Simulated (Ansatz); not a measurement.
# How fast states decay through Tl2InAgCl6

Aim: relax a made-up compound, Tl2InAgCl6, and see how good a tunnel barrier it would be. It is built by putting Tl for Rb in the Rb2InAgCl6 structure of space group Fm-3m, with the volume rescaled by atomic radii. The parent structure comes from the Materials Project.

Program: Ansatz 0.2.0. Level of theory: LDA DFT, plane waves, PAW files, in the first sound run; inputs show where later runs differ. Results are calculated unless marked as measured.

The structure was built from a prototype and need not be the compound's stable phase.

### Step 1. The starting structure

It takes space group Fm-3m (No. 225, cubic). The conventional cell has a = 9.722 Å, b = 9.722 Å, c = 9.722 Å, α = 90.00°, β = 90.00°, γ = 90.00°. Tl has 12 Cl at 3.44 Å nearest. Nearest to In lie 6 Cl at 2.35 Å. Ag has 6 Cl at 2.51 Å nearest. Cl has 1 In at 2.35 Å and 1 Ag at 2.51 Å nearest. It derives from Rb2InAgCl6. Tl for Rb in the Rb2InAgCl6 structure of space group Fm-3m. Farther neighbours and most contacts between anions are not listed.

### Step 2. Relaxing the new crystal

The substituted atoms don't fit the parent's cell, so cell and atoms relax together. A small smearing keeps the run stable in case the gap closes on the way.

input.yaml

```yaml
crystal:
  lattice:
    - [0.0, 4.8607861124, 4.8607861124]
    - [4.8607861124, 0.0, 4.8607861124]
    - [4.8607861124, 4.8607861124, 0.0]
  atoms:
    - { symbol: Tl, position: [0.75, 0.75, 0.75] }
    - { symbol: Tl, position: [0.25, 0.25, 0.25] }
    - { symbol: In, position: [0.0, 0.0, 0.0] }
    - { symbol: Ag, position: [0.5, 0.5, 0.5] }
    - { symbol: Cl, position: [0.757979, 0.242021, 0.242021] }
    - { symbol: Cl, position: [0.242021, 0.242021, 0.757979] }
    - { symbol: Cl, position: [0.242021, 0.757979, 0.757979] }
    - { symbol: Cl, position: [0.242021, 0.757979, 0.242021] }
    - { symbol: Cl, position: [0.757979, 0.242021, 0.757979] }
    - { symbol: Cl, position: [0.757979, 0.757979, 0.242021] }
kpoints:
  mp_grid: { grid: [4, 4, 4] }
scf:
  occupations: { method: gaussian, width: 0.03 }
hamiltonian:
  xc: lda
output:
  forces: true
  stress: true
relax:
  f_tol: 0.02
  max_steps: 60
  cell: {}
```

Started as:

```
ansatz run input.yaml --threads 2 --pin off --max-ram 4096MiB --backend cpu --events-out ev --progress --plain --runs-dir out
```

Numbers of over 12 decimals in the logs are rounded to 6 here.

The log of the run:

```text
Engine: ansatz 0.2.0, x86_64-unknown-linux-gnu
Pseudopotentials: kind: paw
Pseudopotential: Tl, paw, valence charge 13, recommended cutoff 420 eV (normal), Tl.paw.azcp
Pseudopotential: In, paw, valence charge 13, recommended cutoff 420 eV (normal), In.paw.azcp
Pseudopotential: Ag, paw, valence charge 19, recommended cutoff 420 eV (normal), Ag.paw.azcp
Pseudopotential: Cl, paw, valence charge 7, recommended cutoff 420 eV (normal), Cl.paw.azcp
Functional definition: SPW92
  exchange = slater_x
  correlation = pw_c
Crystal: 10 atoms, lattice volume = 229.694 Å³
Basis set: ecut = 420 eV, 4477 PW (Γ)
Bands: 60, of which v1, the nominal top of the filled ones, is band 50 counted from 1 (49 counted from 0)
Symmetry: 48 space group operations
Space group: Fm-3m (ITA 225), of the structure as read, at distance tolerance 6.1e-5 Å
k-points: 8 of 64
Non-local potential: Tl, projectors of the file, l = 0: 2, l = 1: 2, l = 2: 2, l = 3: 1
Non-local potential: In, projectors of the file, l = 0: 2, l = 1: 2, l = 2: 2, l = 3: 2
Non-local potential: Ag, projectors of the file, l = 0: 3, l = 1: 2, l = 2: 2, l = 3: 1
Non-local potential: Cl, projectors of the file, l = 0: 2, l = 1: 2, l = 2: 2
PAW form: soft (Blöchl's): semilocal exchange-correlation on the pseudo side does not see the compensation charge
PAW frozen core: Tl, regenerated for the run's functional, and the local potential with it (the file was generated under x = pbe(κ = 0.804, μ = 0.219515), c = pbe(β = 0.066725))
PAW frozen core: In, regenerated for the run's functional, and the local potential with it (the file was generated under x = pbe(κ = 0.804, μ = 0.219515), c = pbe(β = 0.066725))
PAW frozen core: Ag, regenerated for the run's functional, and the local potential with it (the file was generated under x = pbe(κ = 0.804, μ = 0.219515), c = pbe(β = 0.066725))
PAW frozen core: Cl, regenerated for the run's functional, and the local potential with it (the file was generated under x = pbe(κ = 0.804, μ = 0.219515), c = pbe(β = 0.066725))
PAW one-centre angular grid: Tl, 590 points (default); XC on 64 Gauss nodes
PAW one-centre angular grid: In, 590 points (default); XC on 64 Gauss nodes
PAW one-centre angular grid: Ag, 590 points (default); XC on 64 Gauss nodes
PAW one-centre angular grid: Cl, 110 points (default); XC on 64 Gauss nodes
Initial density: superposition of atomic densities (neutral atoms: chi_scale 0, normalization atom), corrected by the library's trained network
Initial wavefunctions: pseudopotential atomic-orbital guess
Functional: x = slater, c = lda
SCF iter   1: F=—  HF=-41480.930621 eV  |F-HF|=—  |Δ(HF+E_count)|=         —  Δρ=7.92e-3  dr2=1.39e-1  ethr=1.77e-3  ⟨swp⟩=7.9  Hψ=1904  notcnv=0  defer=2
preconditioner: auto → Resta (q_TF=auto, 2.375 Å⁻¹)  ε∞=4.8  [insulator: Δε(μ)=0.925 eV  Ē_g=12.096 eV  σ=0.030 eV  W_gap=1.00  n_scr=58 (ndim 8)  ℏωp=23.5 eV  f_vac=0.016  D(μ)=0.00/eV (n_scr^D=0)  ε∞_Penn≈4.8]
SCF iter   2: F=—  HF=-41480.892741 eV  |F-HF|=—  |Δ(HF+E_count)|=   3.79e-2  Δρ=3.65e-3  dr2=2.54e-2  ethr=1.39e-4  ⟨swp⟩=2.4  Hψ=868  notcnv=0  defer=19
SCF iter   3: F=—  HF=-41480.884856 eV  |F-HF|=—  |Δ(HF+E_count)|=   7.88e-3  Δρ=1.11e-3  dr2=2.21e-3  ethr=2.54e-5  ⟨swp⟩=2.2  Hψ=779  notcnv=0  defer=19
SCF iter   4: F=—  HF=-41480.884406 eV  |F-HF|=—  |Δ(HF+E_count)|=   4.51e-4  Δρ=3.25e-4  dr2=1.97e-4  ethr=2.21e-6  ⟨swp⟩=2.0  Hψ=853  notcnv=0  defer=19
SCF iter   5: F=—  HF=-41480.884387 eV  |F-HF|=—  |Δ(HF+E_count)|=   1.89e-5  Δρ=6.16e-5  dr2=1.04e-5  ethr=1.97e-7  ⟨swp⟩=2.0  Hψ=598  notcnv=0  defer=19
SCF iter   6: F=—  HF=-41480.884232 eV  |F-HF|=—  |Δ(HF+E_count)|=   1.55e-4  Δρ=1.75e-5  dr2=8.93e-7  ethr=1.04e-8  ⟨swp⟩=2.0  Hψ=758  notcnv=0  defer=19
SCF iter   7: F=-41480.884231 eV  HF=-41480.884231 eV  |F-HF|=4.45e-8  |Δ(HF+E_count)|=   2.13e-7  Δρ=4.48e-6  dr2=9.52e-8  ethr=1.00e-10  ⟨swp⟩=4.5  Hψ=1684  notcnv=0
SCF 1 converged in 7 iterations: F = -41480.884231 eV  dr2 = 9.52e-8
  greatest PAW one-centre occupation: 1.002 electrons in one spin orbital (limit 2), on the Ag atom at site 3 (counted from 0), in its partial waves of l = 0
relax step   1: F+E_penalty+E_count = -41480.88423126 eV  Δ(F+E_penalty+E_count) = +0.000e0 eV  max|allowed force component| = 1.274e0 eV/Å  Δτ_max = 0.0000 Å  P = +6.714 GPa  Ω = 229.694 Å³  (7 SCF iters, dr2 threshold 1.00e-7 eV, accepted)
Crystal: 10 atoms, lattice volume = 249.776 Å³
Basis set: ecut = 420 eV, 4909 PW (Γ)
Initial density: handed on by an earlier stage of this run
Initial wavefunctions: those handed on with the density
iter 1 solved again at ethr=6.84e-5 eV; its pass at ethr=3.10e-3 eV (dr2=6.84e-2 eV) is discarded
SCF iter   1: F=—  HF=-41481.500746 eV  |F-HF|=—  |Δ(HF+E_count)|=         —  Δρ=4.54e-3  dr2=6.28e-2  ethr=6.84e-5  ⟨swp⟩=3.0  Hψ=2157  notcnv=0
preconditioner: auto → Resta (q_TF=auto, 2.342 Å⁻¹)  ε∞=4.7  [insulator: Δε(μ)=0.459 eV  Ē_g=11.727 eV  σ=0.030 eV  W_gap=1.00  n_scr=58 (ndim 8)  ℏωp=22.5 eV  f_vac=0.021  D(μ)=0.00/eV (n_scr^D=0)  ε∞_Penn≈4.7]
SCF iter   2: F=—  HF=-41481.483890 eV  |F-HF|=—  |Δ(HF+E_count)|=   1.69e-2  Δρ=2.30e-3  dr2=1.43e-2  ethr=6.28e-5  ⟨swp⟩=2.6  Hψ=694  notcnv=0
SCF iter   3: F=—  HF=-41481.478854 eV  |F-HF|=—  |Δ(HF+E_count)|=   5.04e-3  Δρ=8.48e-4  dr2=3.05e-3  ethr=1.43e-5  ⟨swp⟩=2.4  Hψ=840  notcnv=0
SCF iter   4: F=—  HF=-41481.477816 eV  |F-HF|=—  |Δ(HF+E_count)|=   1.04e-3  Δρ=2.55e-4  dr2=2.19e-4  ethr=3.05e-6  ⟨swp⟩=2.0  Hψ=663  notcnv=0
SCF iter   5: F=—  HF=-41481.477571 eV  |F-HF|=—  |Δ(HF+E_count)|=   2.46e-4  Δρ=6.60e-5  dr2=1.19e-5  ethr=2.19e-7  ⟨swp⟩=2.1  Hψ=701  notcnv=0
SCF iter   6: F=-41481.477571 eV  HF=-41481.477571 eV  |F-HF|=7.80e-9  |Δ(HF+E_count)|=   1.95e-7  Δρ=1.47e-5  dr2=5.27e-7  ethr=1.00e-9  ⟨swp⟩=3.2  Hψ=2066  notcnv=0
SCF 2 converged in 6 iterations: F = -41481.477571 eV  dr2 = 5.27e-7
relax step   2: F+E_penalty+E_count = -41481.47757069 eV  Δ(F+E_penalty+E_count) = -5.933e-1 eV  max|allowed force component| = 8.144e-2 eV/Å  Δτ_max = 0.0555 Å  P = +0.548 GPa  Ω = 249.776 Å³  energy of the carried Pulay correction = -2.924e-3 eV  (6 SCF iters, dr2 threshold 1.00e-6 eV, accepted)
Crystal: 10 atoms, lattice volume = 252.786 Å³
Basis set: ecut = 420 eV, 4957 PW (Γ)
iter 1 solved again at ethr=2.08e-6 eV; its pass at ethr=3.10e-3 eV (dr2=2.08e-3 eV) is discarded
SCF iter   1: F=—  HF=-41481.485577 eV  |F-HF|=—  |Δ(HF+E_count)|=         —  Δρ=6.01e-4  dr2=2.08e-3  ethr=2.08e-6  ⟨swp⟩=2.2  Hψ=2001  notcnv=0
preconditioner: auto → Resta (q_TF=auto, 2.338 Å⁻¹)  ε∞=4.7  [insulator: Δε(μ)=0.596 eV  Ē_g=11.718 eV  σ=0.030 eV  W_gap=1.00  n_scr=58 (ndim 8)  ℏωp=22.4 eV  f_vac=0.019  D(μ)=0.00/eV (n_scr^D=0)  ε∞_Penn≈4.7]
SCF iter   2: F=—  HF=-41481.485060 eV  |F-HF|=—  |Δ(HF+E_count)|=   5.18e-4  Δρ=2.89e-4  dr2=3.38e-4  ethr=2.08e-6  ⟨swp⟩=2.1  Hψ=618  notcnv=0
SCF iter   3: F=—  HF=-41481.484756 eV  |F-HF|=—  |Δ(HF+E_count)|=   3.04e-4  Δρ=1.18e-4  dr2=7.16e-5  ethr=3.38e-7  ⟨swp⟩=2.2  Hψ=718  notcnv=0
SCF iter   4: F=—  HF=-41481.484727 eV  |F-HF|=—  |Δ(HF+E_count)|=   2.87e-5  Δρ=4.27e-5  dr2=8.76e-6  ethr=7.16e-8  ⟨swp⟩=2.0  Hψ=664  notcnv=0
SCF iter   5: F=-41481.484724 eV  HF=-41481.484724 eV  |F-HF|=1.80e-7  |Δ(HF+E_count)|=   3.01e-6  Δρ=1.36e-5  dr2=4.63e-7  ethr=7.50e-10  ⟨swp⟩=3.0  Hψ=1891  notcnv=0
SCF 3 converged in 5 iterations: F = -41481.484724 eV  dr2 = 4.63e-7
relax step   3: F+E_penalty+E_count = -41481.48472391 eV  Δ(F+E_penalty+E_count) = -7.153e-3 eV  max|allowed force component| = 8.646e-4 eV/Å  Δτ_max = 0.0081 Å  P = +0.055 GPa  Ω = 252.786 Å³  energy of the carried Pulay correction = -3.341e-3 eV  (5 SCF iters, dr2 threshold 7.50e-7 eV, accepted)
[...]
relax step   4: F+E_penalty+E_count = -41481.48473657 eV  Δ(F+E_penalty+E_count) = -1.266e-5 eV  max|allowed force component| = 1.266e-3 eV/Å  Δτ_max = 0.0003 Å  P = +0.005 GPa  Ω = 253.070 Å³  energy of the carried Pulay correction = -3.380e-3 eV  (5 SCF iters, dr2 threshold 7.61e-9 eV, accepted)
Initial wavefunctions: pseudopotential atomic-orbital guess (no wavefunctions were taken with the density)
iter 1 solved again at ethr=1.41e-7 eV; its pass at ethr=3.10e-3 eV (dr2=1.41e-4 eV) is discarded
SCF iter   1: F=—  HF=-41481.487768 eV  |F-HF|=—  |Δ(HF+E_count)|=         —  Δρ=1.23e-4  dr2=4.45e-6  ethr=1.41e-7  ⟨swp⟩=3.2  Hψ=3167  notcnv=0
preconditioner: auto → Resta (q_TF=auto, 2.337 Å⁻¹)  ε∞=4.7  [insulator: Δε(μ)=0.581 eV  Ē_g=11.714 eV  σ=0.030 eV  W_gap=1.00  n_scr=58 (ndim 8)  ℏωp=22.4 eV  f_vac=0.019  D(μ)=0.00/eV (n_scr^D=0)  ε∞_Penn≈4.7]
SCF iter   2: F=—  HF=-41481.487612 eV  |F-HF|=—  |Δ(HF+E_count)|=   1.57e-4  Δρ=6.07e-5  dr2=9.40e-7  ethr=4.45e-9  ⟨swp⟩=2.2  Hψ=800  notcnv=0
SCF iter   3: F=—  HF=-41481.487615 eV  |F-HF|=—  |Δ(HF+E_count)|=   3.84e-6  Δρ=1.21e-5  dr2=7.19e-8  ethr=9.40e-10  ⟨swp⟩=2.0  Hψ=707  notcnv=0
SCF iter   4: F=—  HF=-41481.487616 eV  |F-HF|=—  |Δ(HF+E_count)|=   1.10e-7  Δρ=2.41e-6  dr2=9.42e-9  ethr=7.19e-11  ⟨swp⟩=2.0  Hψ=880  notcnv=0
SCF iter   5: F=—  HF=-41481.487616 eV  |F-HF|=—  |Δ(HF+E_count)|=   1.84e-9  Δρ=3.71e-7  dr2=1.79e-10  ethr=9.42e-12  ⟨swp⟩=2.0  Hψ=880  notcnv=0
SCF iter   6: F=-41481.487616 eV  HF=-41481.487616 eV  |F-HF|=7.28e-12  |Δ(HF+E_count)|=  1.31e-10  Δρ=9.97e-8  dr2=1.79e-11  ethr=1.00e-12  ⟨swp⟩=4.0  Hψ=1510  notcnv=0
SCF 5 converged in 6 iterations: F = -41481.487616 eV  dr2 = 1.79e-11
relax step   5: F+E_penalty+E_count = -41481.48761560 eV  Δ(F+E_penalty+E_count) = -2.879e-3 eV  max|allowed force component| = 5.535e-4 eV/Å  Δτ_max = 0.0000 Å  P = +0.000 GPa  Ω = 253.070 Å³  stress off target by 1.24e-4 GPa  SCF on the basis re-selected at this cell (its energy is not comparable with the rows above)  (6 SCF iters)
basis re-selected at this cell: Δ(F+E_penalty+E_count) = -2.879e-3 eV, ΔP = -0.005 GPa vs the last step (what re-selecting the basis moved, of the pressure what is left beyond the Pulay correction that the steps carried, after the strain that the cell walked since its last selection, with what the two solves' SCF thresholds leave and, on support functions, any second-order correction that the steps lacked; it is no m [...]
SCF converged after 6 iterations
Free energy (F): -41481.487616 eV
Harris-Foulkes:  -41481.487616 eV  (|F-HF|=7.28e-12)
Internal energy: -41481.487616 eV  (E = F + TS)
E sigma→0 (E₀):  -41481.487616 eV
Fermi energy:    5.743879 eV
--- Per-component energies (eV) ---
  E_band       = -627.677914
  E_kinetic    = 2402.854325
  E_local      = -8595.001550  (includes V_loc(G=0)·N_el)
  E_nonlocal   = 1289.118651
  E_hartree    = 3439.833658
  E_xc         = -1487.142670
  E_vxc        = -1345.916950  (∫ρ·V_xc dr)
  E_paw        = -31275.665907  (= ΣΔE_a)
  E_vpaw       = -1258.400530  (= ΣTr[D̂ρ^β])
  E_aug_tail   = 0.000949  (compensation charges beyond the density's cutoff)
  E_ewald      = -7257.354243
  E_core_change = 1.869173  (= ΣΔE_core)
  E_smearing   = -0.000000  (= −TS)
  E_closure    = -0.000000  (closes the sum)
  Σ components = -41481.487616   (vs F -41481.487616, Δ=0.00e0)
--- Forces (eV/Å), atoms counted from 1 ---
  atom   1  Tl    -0.00000000    -0.00000000     0.00000000
  atom   2  Tl     0.00000000     0.00000000    -0.00000000
  atom   3  In     0.00000000    -0.00000000    -0.00000000
  atom   4  Ag     0.00000000    -0.00000000    -0.00000000
  atom   5  Cl     0.00055347     0.00000000     0.00000000
  atom   6  Cl     0.00000000    -0.00000000     0.00055347
  atom   7  Cl    -0.00055347     0.00000000    -0.00000000
  atom   8  Cl     0.00000000     0.00055347     0.00000000
  atom   9  Cl    -0.00000000    -0.00055347    -0.00000000
  atom  10  Cl    -0.00000000    -0.00000000    -0.00055347
  max |Σ_I F_I| component: 5.57e-18 eV/Å
--- Stress (GPa, compression-positive) ---
        0.000124      -0.000000      -0.000000
       -0.000000       0.000124      -0.000000
       -0.000000       0.000000       0.000124
  P = ⅓ Tr σ = 0.0001 GPa (0.001 kbar)
--- Relaxed structure (4 steps of the walk, 4 accepted, 1 SCFs on fresh bases) ---
  F+E_penalty+E_count = -41481.48761560 eV   max|allowed force component| = 5.535e-4 eV/Å   (the final SCF, on the basis selected at the relaxed cell)
  cell:  # Å, volume = 253.0703 Å³
    - [0, 5.020386, 5.020386]
    - [5.020386, 0, 5.020386]
    - [5.020386, 5.020386, 0]
  atoms:
    - { symbol: Tl, position: [0.750000, 0.750000, 0.750000] }
    - { symbol: Tl, position: [0.25, 0.25, 0.25] }
    - { symbol: In, position: [1.0572607349398197e-18, -1.9628469340654723e-19, -6.970337123812103e-19] }
    - { symbol: Ag, position: [0.5, 0.5, 0.5] }
    - { symbol: Cl, position: [0.753130, 0.246870, 0.246870] }
    - { symbol: Cl, position: [0.246870, 0.246870, 0.753130] }
    - { symbol: Cl, position: [0.246870, 0.753130, 0.753130] }
    - { symbol: Cl, position: [0.246870, 0.753130, 0.246870] }
    - { symbol: Cl, position: [0.753130, 0.246870, 0.753130] }
    - { symbol: Cl, position: [0.753130, 0.753130, 0.246870] }
```

The job ended after 18 s (2 threads of Intel Xeon Platinum 8488C (Sapphire Rapids), shared host; peak memory 0.66 GiB; 33 s of CPU time).

Step by step:

```
step  energy less that of the first step (eV)  largest force component (eV/Å)  pressure (GPa)  volume (Å³)
   1                                   0.0000                          1.2741            6.71       229.69
   2                                  -0.5933                          0.0814            0.55       249.78
   3                                  -0.6005                          0.0009            0.06       252.79
   4                                  -0.6005                          0.0013            0.01       253.07
  5*                                  -0.6034                          0.0006            0.00       253.07
```

Relaxation steps marked * repeat the geometry before them on a plane-wave basis chosen anew for their cell, so energy and pressure can jump there.

The run keeps the 48 symmetry operations that it works with, so distortions that break them were not tested.

```
conventional cell, symmetrised  before   after   change
                         a (Å)   9.722  10.041   +3.3 %
                         b (Å)   9.722  10.041   +3.3 %
                         c (Å)   9.722  10.041   +3.3 %
              volume (Å³/atom)   22.97   25.31  +10.2 %
```

The atoms that moved most (Å, as changes of fractional coordinates times the final cell):

```
atom      dx      dy      dz  length
 Cl5   0.049   0.000   0.000   0.049
 Cl8   0.000   0.049   0.000   0.049
 Cl6   0.000   0.000   0.049   0.049
 Cl7  -0.049   0.000   0.000   0.049
 Cl9   0.000  -0.049   0.000   0.049
Cl10   0.000   0.000  -0.049   0.049
```

Numbers from this step:

| Item | Value |
| --- | --- |
| free energy | -41481.4876 eV |
| Fermi energy | 5.744 eV |
| pressure | 1.24e-4 GPa |

The largest force component on a free atom ends at 5.5e-4 eV/Å.

### Step 3. The bulk crystal and its band edges

The energy window and the wavevectors of the next steps follow from the band edges, so these are searched first, off the mesh as well.

input.yaml

```yaml
crystal:
  lattice:
    - [0.0, 5.0203856187, 5.0203856187]
    - [5.0203856187, 0.0, 5.0203856187]
    - [5.0203856187, 5.0203856187, 0.0]
  atoms:
    - { symbol: Tl, position: [0.75, 0.75, 0.75] }
    - { symbol: Tl, position: [0.25, 0.25, 0.25] }
    - { symbol: In, position: [0.0, 0.0, 0.0] }
    - { symbol: Ag, position: [0.5, 0.5, 0.5] }
    - { symbol: Cl, position: [0.7531303977, 0.2468696023, 0.2468696023] }
    - { symbol: Cl, position: [0.2468696023, 0.2468696023, 0.7531303977] }
    - { symbol: Cl, position: [0.2468696023, 0.7531303977, 0.7531303977] }
    - { symbol: Cl, position: [0.2468696023, 0.7531303977, 0.2468696023] }
    - { symbol: Cl, position: [0.7531303977, 0.2468696023, 0.7531303977] }
    - { symbol: Cl, position: [0.7531303977, 0.7531303977, 0.2468696023] }
kpoints:
  mp_grid: { grid: [4, 4, 4] }
  band_path: { path: [VBM, CBM], npoints: 30 }
scf:
  occupations: { method: fixed }
hamiltonian:
  xc: lda
output:
  eigenvalues: true
  write_potential: true
  write_density: true
  volumetric_format: npy
```

The log of the run:

```text
[...]
Crystal: 10 atoms, lattice volume = 253.070 Å³
Basis set: ecut = 420 eV, 4957 PW (Γ)
Bands: 60, of which v1, the nominal top of the filled ones, is band 50 counted from 1 (49 counted from 0)
Symmetry: 48 space group operations
[...]
k-points: 8 of 64
[...]
SCF iter   1: F=—  HF=-41481.539002 eV  |F-HF|=—  |Δ(HF+E_count)|=         —  Δρ=7.61e-3  dr2=1.55e-1  ethr=1.77e-3  ⟨swp⟩=5.0  Hψ=1535  notcnv=0  defer=59
[...]
SCF iter   8: F=-41481.487616 eV  HF=-41481.487616 eV  |F-HF|=2.98e-10  |Δ(HF+E_count)|=   2.47e-8  Δρ=1.39e-6  dr2=4.21e-9  ethr=1.00e-10  ⟨swp⟩=11.5  Hψ=1717  notcnv=0
SCF 1 converged in 8 iterations: F = -41481.487616 eV  dr2 = 4.21e-9
[...]
NSCF: frozen V_eff on 16 k-points
[...]
SCF converged after 8 iterations
Free energy (F): -41481.487616 eV
[...]
Internal energy: -41481.487616 eV  (E = F + TS)
E sigma→0 (E₀):  -41481.487616 eV
Fermi energy:    5.452368 eV
[...]
--- Band table (eV; the first three rows and the last of 8) ---
  k-point 0: bands = [... 46 lower, 4.0324, 4.0324, 5.4524, 5.4524, 6.0338, 10.3036, 10.3036, 10.3036, ... 6 higher]
  k-point 1: bands = [... 46 lower, 3.8167, 3.9086, 5.0502, 5.0502, 6.8688, 9.2832, 9.3681, 10.0523, ... 6 higher]
  k-point 2: bands = [... 46 lower, 3.7146, 3.9521, 4.6842, 4.6842, 7.9016, 8.4493, 8.4940, 9.3732, ... 6 higher]
  k-point 7: bands = [... 46 lower, 4.0087, 4.0087, 4.2433, 4.8739, 8.5185, 8.6329, 9.0285, 9.2474, ... 6 higher]
```

The job ended after 22 s (2 threads; peak memory 0.66 GiB).

In the SCF lines HF is the Harris–Foulkes energy and dr2 the Hartree energy of the density residual, in eV; the loop may stop once dr2 is under the threshold and the program's other checks hold. Hψ counts applications of the Hamiltonian.

Numbers from this step:

| Quantity | Value |
| --- | --- |
| Fermi energy | 5.452 eV |
| gap on the k-mesh | 0.5815 eV |
| gap on path | 0.5815 eV, by band count; negative where bands overlap |
| direct gap on path | 0.5815 eV |
| edge places on path | 0, 0 1/A along the path |

Levels at VBM (eV): -7.17, -4.71, -4.71, -4.71, -4.45, -4.35, -4.23, -4.23, -4.23, -4.14, -4.14, -2.21, -2.21, -2.21, -2.18, -2.18, -2.18, -2.12, -2.12, -2.12, -1.42, -1.42, -1.42, 0.00, 0.00, 0.58, 4.85, 4.85, 4.85, 4.96, 4.96, 4.96, 5.24, 5.24, 5.24.

The searched edges give 0.581 eV, as on the mesh.

(Part 1 of 2 ends here.)

[Logs are printed without paths, hosts, clocks, repeated set-up lines and the standing remarks that a program may print on its own settings, such as how far it seeks lower states.]

[Hosts, paths, dates, database ids (printed as entryN), source tags and the programs' standing remarks are cut or masked in the printed files.]
